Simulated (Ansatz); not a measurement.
# What TiPbSe3 (built on the sites of a database entry of HfPbO3) distorts into

Aim: this structure of TiPbSe3 (built on the sites of a database entry of HfPbO3) is to be tested for unstable modes, and one is followed downhill.

Main program and level: Ansatz 0.2.0; DFT PBEsol, scalar-relativistic, plane waves, PAW.

Most raw output is cut from this account.

The structure was built from a prototype and need not be the compound's stable phase.

## Step 1: The structure

It takes space group Pm-3m (No. 221, cubic). The conventional cell has a = 4.932 Å, b = 4.932 Å, c = 4.932 Å, α = 90.00°, β = 90.00°, γ = 90.00°. Nearest to Ti lie 6 Se at 2.47 Å. Nearest to Pb lie 12 Se at 3.49 Å. Nearest to Se lie 2 Ti at 2.47 Å and 4 Pb at 3.49 Å. Farther neighbours and most contacts between anions are not listed.

## Step 2: Response at finite wavevector

The cell comes from relaxations at this level that are not shown. Stability and thermal properties need the whole zone. Linear response on a 2×2×2 q mesh gives force constants as far as a supercell of that size would.

Input file input.yaml:

```yaml
crystal:
  lattice:
    - [4.9321777088, 0.0, 0.0]
    - [0.0, 4.9321777088, 0.0]
    - [0.0, 0.0, 4.9321777088]
  atoms:
    - { symbol: Ti, position: [0.5, 0.5, 0.5] }
    - { symbol: Pb, position: [0.0, 0.0, 0.0] }
    - { symbol: Se, position: [0.0, 0.5, 0.5] }
    - { symbol: Se, position: [0.5, 0.0, 0.5] }
    - { symbol: Se, position: [0.5, 0.5, 0.0] }
kpoints:
  mp_grid: { grid: [8, 8, 8] }
hamiltonian:
  xc: pbesol
scf:
  occupations: { method: methfessel_paxton, width: 0.2 }
output:
  eigenvalues: true
phonons:
  method: dfpt
  qmesh: [2, 2, 2]
  temperatures: { t_max: 1000, t_step: 50 }
  qpath:
    path:
      - [[0.0, 0.0, 0.0], [0.0, 0.5, 0.0], [0.5, 0.5, 0.0], [0.0, 0.0, 0.0], [0.5, 0.5, 0.5], [0.0, 0.5, 0.0]]
      - [[0.5, 0.5, 0.5], [0.5, 0.5, 0.0]]
    npoints: 10
```

Launch:

```console
> ansatz run input.yaml --threads 8 --pin off --max-ram 14336MiB --backend cpu --events-out ev --progress --plain --runs-dir out
```

Wall time 3.3 min (8 threads of Arm Neoverse V2, shared host); peak memory 2.1 GiB.

Numbers from this step:

| Property | Result |
| --- | --- |
| volume per atom | 24.00 Å³ |
| gap on the k-mesh | 0 eV |
| sum-rule residual before enforcement | 4.96e-5 eV/Å² |
| lowest frequency on the path | -122.1 cm⁻¹ |
| point group | m-3m |
| highest frequency on the path or at a solved wavevector | 277.6 cm⁻¹ |
| highest optical mode at the zone centre (no LO-TO term) | 251.7 cm⁻¹ |
| lowest optical zone-centre mode | -81.87 cm⁻¹ |
| lowest mode on the q mesh (acoustic modes at Γ apart) | -122.1 cm⁻¹ |

Frequencies (cm⁻¹) solved at each irreducible wavevector; negative means imaginary. Frequencies by wavevector, by row:

```tsv
q in reciprocal lattice units	star	mode 1	mode 2	mode 3	mode 4	mode 13	mode 14	mode 15
0 0 0	1	-81.9	-81.9	-81.9	-63.8	251.7	251.7	251.7
0 0 -0.5	3	-58.8	-58.8	-57.8	-57.8	238.5	249.3	249.3
0 -0.5 -0.5	3	-122.1	-69.2	-69.2	-59.8	217.8	248.1	255
-0.5 -0.5 -0.5	1	-118.1	-118.1	-118.1	-55.8	219.3	219.3	270.3
```

Interpolated from a 2×2×2 q mesh. The phonon branches at the labelled points (cm⁻¹):

```tsv
point	branch 1	branch 2	branch 3	branch 4	branch 12	branch 13	branch 14	branch 15
Γ	-82	-82	-82	-64	0	252	252	252
halfway	-73	-73	-55	-53	142	251	251	252
X	-59	-59	-58	-58	224	238	249	249
halfway	-99	-64	-62	-56	205	221	249	262
M	-122	-69	-69	-60	218	218	248	255
halfway	-88	-67	-62	-55	147	232	250	263
Γ	-82	-82	-82	-64	0	252	252	252
halfway	-89	-82	-82	-54	152	228	228	275
R	-118	-118	-118	-56	219	219	219	270
halfway	-101	-91	-82	-59	191	220	224	276
X	-59	-59	-58	-58	224	238	249	249
jump to R	-118	-118	-118	-56	219	219	219	270
halfway	-120	-94	-94	-56	205	218	218	274
M	-122	-69	-69	-60	218	218	248	255
```

Symmetry leaves 4 wavevectors to solve. The lowest mode among them, the acoustic zeros apart, lies at q = (0, -0.5, -0.5) and is imaginary, 122.1i cm⁻¹, so the energy falls along it.

## Step 3: The mode frozen in, largest atomic shift 0 Å

The mode followed lies at q = (-0.5, -0.5, -0.5) with frequency 118.1i cm⁻¹ and is 3-fold degenerate, one of the unstable modes though not the softest. At small amplitude the distorted cell has space group no. 74 by a symmetry search on the positions. The undistorted cell that holds it gives the zero of energy on the same k mesh.

System of this step: TiPbSe3 (built on the sites of a database entry of HfPbO3). The structure is cubic, space group Pm-3m (No. 221). Conventional cell: a = 4.932 Å, b = 4.932 Å, c = 4.932 Å, α = 90.00°, β = 90.00°, γ = 90.00°. Nearest to Ti lie 6 Se at 2.47 Å. Pb has 12 Se at 3.49 Å nearest. Se has 2 Ti at 2.47 Å and 4 Pb at 3.49 Å nearest. Farther neighbours and most contacts between anions are not listed.

Input file input.yaml:

```yaml
crystal:
  lattice:
    - [4.9321777088, 4.9321777088, 0.0]
    - [4.9321777088, 0.0, 4.9321777088]
    - [4.9321777088, 0.0, -4.9321777088]
  atoms:
    - { symbol: Ti, position: [0.5, 0.25, 0.75] }
    - { symbol: Ti, position: [0.5, 0.75, 0.25] }
    - { symbol: Pb, position: [0.0, 0.5, 0.5] }
    - { symbol: Pb, position: [0.0, 0.0, 0.0] }
    - { symbol: Se, position: [0.5, 0.0, 0.5] }
    - { symbol: Se, position: [0.5, 0.5, 0.0] }
    - { symbol: Se, position: [0.0, 0.5, 0.0] }
    - { symbol: Se, position: [0.0, 0.0, 0.5] }
    - { symbol: Se, position: [0.5, 0.0, 1.0] }
    - { symbol: Se, position: [0.5, 0.5, 0.5] }
kpoints:
  mp_grid: { grid: [8, 8, 8] }
hamiltonian:
  xc: pbesol
scf:
  occupations: { method: methfessel_paxton, width: 0.2 }
output:
  forces: true
  stress: true
  eigenvalues: true
```

Elapsed: 3.5 s, on 8 threads; peak memory 1.5 GiB.

This step gave:

```
pressure                         : -0.06678 GPa
energy from the undistorted cell : 0 meV/atom
```

The run ends at a pressure of -0.07 GPa.

## Step 4: The mode frozen in, largest atomic shift 0.6 Å

The atoms are moved along the unstable eigenvector, the largest shift by 0.6 Å, with the cell fixed.

Input file input.yaml:

```yaml
crystal:
  lattice:
    - [4.9321777088, 4.9321777088, 0.0]
    - [4.9321777088, 0.0, 4.9321777088]
    - [4.9321777088, 0.0, -4.9321777088]
  atoms:
    - { symbol: Ti, position: [0.5, 0.25, 0.75] }
    - { symbol: Ti, position: [0.5, 0.75, 0.25] }
    - { symbol: Pb, position: [0.0, 0.5, 0.5] }
    - { symbol: Pb, position: [0.0, 0.0, 0.0] }
    - { symbol: Se, position: [0.5, -0.0430098117, 0.5430098117] }
    - { symbol: Se, position: [0.5, 0.5430098117, -0.0430098117] }
    - { symbol: Se, position: [0.0, 0.5430098117, -0.0430098117] }
    - { symbol: Se, position: [0.0, -0.0430098117, 0.5430098117] }
    - { symbol: Se, position: [0.4139803767, 0.0860196233, 1.0860196233] }
    - { symbol: Se, position: [0.5860196233, 0.4139803767, 0.4139803767] }
kpoints:
  mp_grid: { grid: [8, 8, 8] }
hamiltonian:
  xc: pbesol
scf:
  occupations: { method: methfessel_paxton, width: 0.2 }
output:
  forces: true
  stress: true
  eigenvalues: true
```

It took 12 s on 8 threads; peak memory 2 GiB; 89 s of CPU time.

This step gave:

| Quantity | Value |
| --- | --- |
| pressure | -1.064 GPa |
| energy from the undistorted cell | -132.6 meV/atom |

The energy, extrapolated to zero smearing, is -132.61 meV/atom against the undistorted cell.

The run ends at a pressure of -1.06 GPa, with forces up to 0.58 eV/Å.

## Step 5: Energy along the mode, all amplitudes (two of the runs are shown above)

An imaginary frequency means negative curvature, so the energy should fall and then rise again as anharmonic terms take over.

Numbers from this step:

| Item | Value |
| --- | --- |
| depth at the lowest point sampled | 132.6 meV/atom |
| largest atomic shift at that point | 0.6 Å |

The energy from the parent by largest atomic shift:

```tsv
largest atomic shift (Å)	energy from the parent (meV/atom)
0.000	0
0.040	-1.23
0.080	-4.91
0.140	-14.6
0.220	-33.3
0.320	-61.9
0.450	-100
0.600	-133
```

Displacement at unit largest shift by atom:

```tsv
atom	x (Å)	y (Å)	z (Å)	size
Ti1	0.000	0.000	0.000	0.000
Ti2	0.000	0.000	0.000	0.000
Pb3	0.000	0.000	0.000	0.000
Pb4	0.000	0.000	0.000	0.000
Se5	0.000	0.000	-0.707	0.707
Se6	0.000	0.000	0.707	0.707
Se7	0.000	0.000	0.707	0.707
Se8	0.000	0.000	-0.707	0.707
Se9	0.707	-0.707	0.000	1.000
Se10	-0.707	0.707	0.000	1.000
```

The lowest of the steps tried is the last one, at 0.6 Å, 133 meV/atom below the parent; the bottom of the well need not coincide with a step.

## Step 6: Relaxing from the distorted cell

Starting from the lowest point found, all atoms and the cell are let go, so that strain and other modes of the same symmetry can join in.

Changes to input.yaml since step 4:

```diff
@@ -26 +26,6 @@
   eigenvalues: true
+relax:
+  adjacent_minimum: "off"
+  f_tol: 0.002
+  max_steps: 120
+  cell: { stress_tol: 0.03 }
```

The job ended after 1.7 min (8 threads; peak memory 2.1 GiB).

Step by step:

```tsv
step	energy less that of the first step (eV)	largest force component (eV/Å)	pressure (GPa)	volume (Å³)
1	0.0000	0.4471	-1.06	239.96
2	-0.3354	0.1918	0.37	234.11
3	-0.3660	0.1667	0.09	236.79
4	-0.3817	0.0440	-0.17	236.97
5	-0.3831	0.0070	0.06	236.23
6	-0.3831	0.0017	-0.02	236.50
7*	-0.3827	0.0017	-0.02	236.50
```

Relaxation steps marked * repeat the geometry before them on a plane-wave basis chosen anew for their cell, so energy and pressure can jump there.

The run keeps the 8 symmetry operations that it works with, so distortions that break them were not tested.

```tsv
conventional cell, symmetrised	before	after	change
a (Å)	6.975	6.971	-0.1 %
b (Å)	9.864	9.633	-2.3 %
c (Å)	6.975	7.044	+1.0 %
volume (Å³/atom)	24.00	23.65	-1.4 %
```

The atoms that moved most (Å, as changes of fractional coordinates times the final cell):

```tsv
atom	dx	dy	dz	length
Pb3	0.167	-0.167	0.000	0.237
Pb4	-0.167	0.167	0.000	0.237
Se6	0.000	0.000	0.132	0.132
Se5	0.000	0.000	-0.132	0.132
Se7	0.000	0.000	0.132	0.132
Se8	0.000	0.000	-0.132	0.132
Se9	0.092	-0.092	0.000	0.130
Se10	-0.092	0.092	0.000	0.130
```

The relaxed structure:

```
Ti Pb Se
1.0
     4.92921    4.92921    0.00000
     4.95496   -0.02575    4.81653
     4.95496   -0.02575   -4.81653
Ti Pb Se
2 2 6
Direct
  0.50000 0.25000 0.75000
  0.50000 0.75000 0.25000
  0.96640 0.53360 0.53360
  0.03360 0.96640 0.96640
  0.50000 0.94330 0.55670
  0.50000 0.55670 0.94330
  0.00000 0.55670 0.94330
  0.00000 0.94330 0.55670
  0.39556 0.10444 0.10444
  0.60444 0.39556 0.39556
```

Numbers from this step:

* pressure: -0.01877 GPa
* volume per atom: 23.65 Å³

The distorted start has space group Imma; the relaxation ends in Imma.

## Step 7: The phases reached

The phases reached along the modes that were followed are set side by side.

Energies are those of the first relaxation, on the mesh of the frozen mode; space group, volume and gap are those of the last relaxation. Phases, by row:

```tsv
mode frozen in	space group	energy from parent (meV/atom)	volume (Å³/atom)	gap on mesh (eV)	lowest zone-centre optical mode (cm⁻¹)	largest shift (Å)
parent	Pm-3m	0	24	0	–	–
q = (0, -0.5, -0.5), 122i cm⁻¹	P4/mbm	-150.7	23.18	0	–	0.779
q = (-0.5, -0.5, -0.5), 118i cm⁻¹	I4/mcm	-149.4	23.2	0	–	0.773
q = (-0.5, -0.5, -0.5), 118i cm⁻¹	R-3c	-163	23.35	0	–	0.62
q = (-0.5, -0.5, -0.5), 118i cm⁻¹	Imma	-170.9	23.65	0	–	0.736
```

## Step 8: Summary of results

```
unstable mode of the parent                                                      : q = (-0.5, -0.5, -0.5), 118i cm⁻¹
depth at the lowest point sampled                                                : 133 meV/atom
largest atomic shift at that point                                               : 0.6 Å
space group reached (within 0.01 Å)                                              : Imma
energy gained over the parent (first relaxation, on the mesh of the frozen mode) : 171 meV/atom
volume per atom, phase reached                                                   : 23.7 Å³
```

Along this mode the structure falls into Imma, 171 meV/atom below the parent. At the parent's cell the well is 132.6 meV/atom deep on the steps tried, with its lowest point at a shift of 0.6 Å. That is the last step tried, so the steps alone don't bracket the bottom of the well. Relaxing atoms and cell changes the gain by +38.32 meV/atom against the lowest step (energies at zero smearing). The modes of the phase reached were not computed on this path. Of the 4 patterns followed to their end from this parent, this one reaches the lowest energy. Each path keeps the symmetry of its pattern, so a lower phase may lie along a pattern not tried. With no gap, or one that is small against the smearing, the frequencies hang on the k mesh and the smearing, most of all near Kohn anomalies. Spin-orbit coupling is left out, which can matter for the heavy elements here. The starting cell was built on a prototype and not taken from a measurement, so the phase need not exist.

[Logs are printed without paths, hosts, clocks, repeated set-up lines and the standing remarks that a program may print on its own settings, such as how far it seeks lower states.]

[Hosts, paths, dates, database ids (printed as entryN), source tags and the programs' standing remarks are cut or masked in the printed files.]
